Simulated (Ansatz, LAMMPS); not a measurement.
# Forces and charges in glassy 57SiO2-27Al2O3-16BaO (mol %) (149 atoms), part 2 of 2

What does DFT give for glassy 57SiO2-27Al2O3-16BaO (mol %) (149 atoms) as built?

Ansatz 0.2.0; Kohn-Sham DFT, PBE, PAW (set soft_2), plane waves.

The cell: 25 Si, 24 Al, 7 Ba and 93 O. The quench rate of 25 K/ps far exceeds what a furnace or splat quench reaches. The network of bonds at the start is that of the classical potential that made the cell. Sampling is at Γ alone, for a cell whose shortest periodic width is 13 Å. Spin–orbit coupling is left out.

So far. Step 3 (Plane-wave single point): Mean Löwdin charges: Al +1.34, Ba +1.92, O -0.85, Si +1.73 e (they miss 1.2 % of the electrons, so they add up to more than the cell's charge).

## 4. Structure statistics

Bonds and neighbours are counted at the geometry of the runs.

Density 3.04 g/cm³, 13.94 Å³ an atom.

Pair distribution functions g(r), in bins of 0.2 Å:

| r (Å) | total | O-O | O-Si | O-Al | O-Ba | Si-Si | Si-Al |
| --- | --- | --- | --- | --- | --- | --- | --- |
| 1.50 | 1.31 | 0.00 | 6.10 | 0.15 | 0.00 | 0.00 | 0.00 |
| 1.70 | 3.13 | 0.00 | 7.54 | 7.78 | 0.00 | 0.00 | 0.00 |
| 1.90 | 0.61 | 0.00 | 0.00 | 3.03 | 0.00 | 0.00 | 0.00 |
| 2.10 | 0.04 | 0.00 | 0.00 | 0.18 | 0.00 | 0.00 | 0.00 |
| 2.30 | 0.01 | 0.03 | 0.00 | 0.00 | 0.00 | 0.00 | 0.00 |
| 2.50 | 0.74 | 1.83 | 0.00 | 0.06 | 0.00 | 0.00 | 0.00 |
| 2.70 | 1.44 | 3.27 | 0.00 | 0.20 | 1.91 | 0.00 | 0.00 |
| 2.90 | 1.17 | 2.03 | 0.12 | 0.35 | 2.83 | 0.00 | 0.97 |
| 3.10 | 1.01 | 0.98 | 0.22 | 0.50 | 1.45 | 4.39 | 3.96 |
| 3.30 | 0.98 | 0.75 | 0.45 | 0.98 | 1.29 | 1.23 | 3.08 |
| 3.50 | 0.86 | 0.69 | 1.16 | 1.02 | 0.63 | 0.00 | 0.68 |
| 3.70 | 1.02 | 0.63 | 1.71 | 1.08 | 1.21 | 0.19 | 0.60 |
| 3.90 | 1.11 | 0.60 | 1.55 | 1.71 | 0.58 | 0.53 | 0.99 |
| 4.10 | 1.15 | 0.69 | 1.79 | 1.48 | 0.84 | 1.11 | 1.22 |
| 4.30 | 1.14 | 0.62 | 1.77 | 1.69 | 0.61 | 1.43 | 0.52 |
| 4.50 | 0.99 | 0.89 | 0.93 | 1.41 | 1.00 | 0.53 | 1.02 |
| 4.70 | 0.94 | 1.10 | 0.74 | 0.72 | 1.44 | 1.19 | 0.87 |
| 4.90 | 0.91 | 1.33 | 0.55 | 0.45 | 1.33 | 0.78 | 0.97 |
| 5.10 | 1.09 | 1.50 | 0.68 | 0.64 | 1.27 | 1.73 | 1.27 |
| 5.30 | 1.04 | 1.43 | 0.59 | 0.82 | 1.31 | 0.84 | 0.73 |
| 5.50 | 0.94 | 1.01 | 0.91 | 0.75 | 0.97 | 1.04 | 1.27 |
| 5.70 | 0.94 | 0.91 | 0.96 | 0.85 | 1.01 | 1.39 | 1.45 |
| 5.90 | 1.01 | 0.86 | 1.08 | 1.15 | 0.88 | 1.14 | 0.79 |
| 6.10 | 0.92 | 0.76 | 1.07 | 1.08 | 0.75 | 0.78 | 0.78 |
| 6.30 | 0.93 | 0.80 | 1.15 | 1.19 | 0.74 | 0.67 | 0.63 |

Bonds by pair of elements; cutoffs follow the first minimum of g(r), held within bounds set by covalent radii, and pairs that aren't listed don't count as bonded:

```
pair A-B  cutoff (Å)  bonds  mean length (Å)  spread (Å)  shortest (Å)  B about A  A about B
    O-Si        2.12    100             1.62       0.056          1.50       1.07          4
    O-Al        2.33     94             1.77        0.08          1.57       1.01       3.92
    O-Ba        3.52     56             3.03        0.23          2.62      0.602          8
```

How many atoms have how many bonded neighbours:

```
element  mean   2   3   4  6  7  8  11
     Al  3.92   0   2  22  0  0  0   0
     Ba     8   0   0   0  1  1  4   1
      O  2.69  36  50   7  0  0  0   0
     Si     4   0   0  25  0  0  0   0
```

Bond angles, per cent of each kind in bins of 5°:

```
angle (°)  O-Si-O  O-Al-O  Al-O-Si  Ba-O-Si
    65–70     0.0     0.0      0.0      3.6
    70–75     0.0     0.0      0.0      1.8
    75–80     0.0     0.0      0.0      3.6
    80–85     0.0     0.0      0.0      3.6
    85–90     0.0     1.5      0.0     10.9
    90–95     1.3     5.8      0.0      9.1
   95–100     4.7    10.9      0.0     10.9
  100–105    19.3    16.7      0.0     12.7
  105–110    32.0    23.2      0.0      9.1
  110–115    27.3    13.8      4.9      3.6
  115–120     8.7    13.8      9.8     12.7
  120–125     5.3     5.1      1.6      3.6
  125–130     1.3     5.1      8.2      3.6
  130–135     0.0     1.5     13.1      9.1
  135–140     0.0     2.2      3.3      1.8
  140–145     0.0     0.7     14.8      0.0
  145–150     0.0     0.0     11.5      0.0
  150–155     0.0     0.0      6.6      0.0
  155–160     0.0     0.0     11.5      0.0
  160–165     0.0     0.0      8.2      0.0
  165–170     0.0     0.0      3.3      0.0
  170–175     0.0     0.0      1.6      0.0
  175–180     0.0     0.0      1.6      0.0
```

Bond angles (no mean is given where the spread exceeds 20°):

| angle | count | mean (°) | spread (°) |
| --- | --- | --- | --- |
| O-Si-O | 150 | 109 | 6.4 |
| O-Al-O | 138 | 110 | 10.7 |
| Al-O-Si | 61 | 142 | 16.5 |
| Ba-O-Si | 55 | 104 | 17.7 |

Oxygen atoms by the number of network formers (Si, P, Ge, B, Al, As, Ga) bound to them:

```csv
network formers bound to O,O atoms,per cent
0,0,0
1,3,3.2
2,79,84.9
3,11,11.8
```

Network units: each former by its oxygen neighbours and how many of them bridge to another former:

```
former  O neighbours  bridging O  atoms
    Si             4           3      3
    Si             4           4     22
    Al             3           3      2
    Al             4           4     22
```

Bond length by coordination (bonds to H left out):

```csv
element,coordination,atoms,mean bond length (Å)
Al,3,2,1.68
Al,4,22,1.78
Ba,6,1,2.97
Ba,7,1,3.05
Ba,8,4,3.03
Ba,11,1,3.05
O,2,36,1.66
O,3,50,2.09
O,4,7,2.36
```

Rings of the network by King's shortest-path rule, up to 12 atoms, one path for each pair of neighbours; H, halogens, alkali and alkaline-earth atoms are left out, and the last column divides by all other atoms, bonded or not:

```csv
ring size (atoms),rings,per network atom
4,1,0.007
6,1,0.007
8,18,0.127
10,29,0.204
12,30,0.211
```

For some of the pairs, g(r) has its first main peak near 2.7 Å (O-O), 1.6 Å (O-Si), 1.8 Å (O-Al), 3.0 Å (O-Ba), 3.1 Å (Si-Si) and 3.2 Å (Si-Al). Counting bonds as in the table, 92 % of Al atoms have 4, 57 % of Ba atoms have 8, 54 % of O atoms have 3 and all Si atoms have 4 bonded neighbours. The O-Si-O angle averages 109° with a spread of 6°. 85 % of the oxygens bridge two formers (Si and Al) and 3 % are non-bridging; 12 % join three. The commonest Si unit has 4 oxygens, 4 of them shared with other formers (22 of 25 atoms). Rings of 12 atoms are the most common (38 % of those counted); sizes run from 4 to 12, where the search stops.

The surroundings of O148, which has 4 bonded neighbours where the commonest count for O is 3, nearest first, numbered as they follow in the input and with coordinates relative to it.

```
atom      x      y      z  distance (Å)  bonds  Löwdin charge (e)     Fx     Fy  Fz (eV/Å)
O148   0.00   0.00   0.00          0.00      4              -0.86   2.60  -1.74       1.48
Si24  -1.19   0.66  -0.77          1.56      4               1.67  -1.64   1.01      -2.51
Al38   1.14  -1.00   1.02          1.83      4               1.24   0.17  -0.20      -0.98
 O86  -0.51   1.59  -1.90          2.54      2              -0.81   0.69   0.56      -1.71
O111  -2.02   1.55   0.21          2.56      3              -0.89  -1.64   0.28       1.88
 O64   0.32  -2.52   0.59          2.61      4              -0.91   1.26   1.05      -0.51
 O83  -2.33  -0.35  -1.36          2.72      3              -0.85   0.86  -0.75       0.16
O115   0.79  -0.71   2.65          2.85      4              -1.00  -1.36   1.63       0.30
Ba54  -2.03  -0.73   2.02          2.95     11               1.95  -0.23  -0.29      -0.43
Ba51   0.98  -1.81  -2.35          3.12      7               1.90   0.34   0.24      -0.61
```

The column of bonds counts only the pairs O-Si within 2.12 Å, O-Al within 2.33 Å, O-Ba within 3.52 Å; other neighbours, such as metal atoms beside each other in a compound, aren't counted, and periodic images can show an atom twice.

## 5. Results

| Quantity | Value |
| --- | --- |
| free energy per atom | -828.1307 eV/atom |
| pressure | 3.881 GPa |
| r.m.s. force component | 1.205 eV/Å |
| gap (highest filled to lowest empty level) | 3.024 eV |
| wall time of the 1 DFT run | 65 s |

What this shows: Filled and empty levels are parted by 3.02 eV (at Γ alone); a semilocal functional tends to put such gaps too low. In a disordered cell it changes from sample to sample, and tail or defect levels can set it. Counting bonds as in the table, 92 % of Al atoms have 4, 57 % of Ba atoms have 8, 54 % of O atoms have 3 and all Si atoms have 4 bonded neighbours. 85 % of the oxygens bridge two formers (Si and Al) and 3 % are non-bridging; 12 % join three.

Caveats: The force components of 1.2 eV/Å r.m.s. reflect the temperature of the frame as well as the gap between the generating potential and DFT. The pressure of 3.9 GPa is that of one thermal frame, in which the classical model's bond lengths enter as well as the volume, without the kinetic term.

[Logs are printed without paths, hosts, clocks, repeated set-up lines and the standing remarks that a program may print on its own settings, such as how far it seeks lower states.]

[Hosts, paths, dates, database ids (printed as entryN), source tags and the programs' standing remarks are cut or masked in the printed files.]
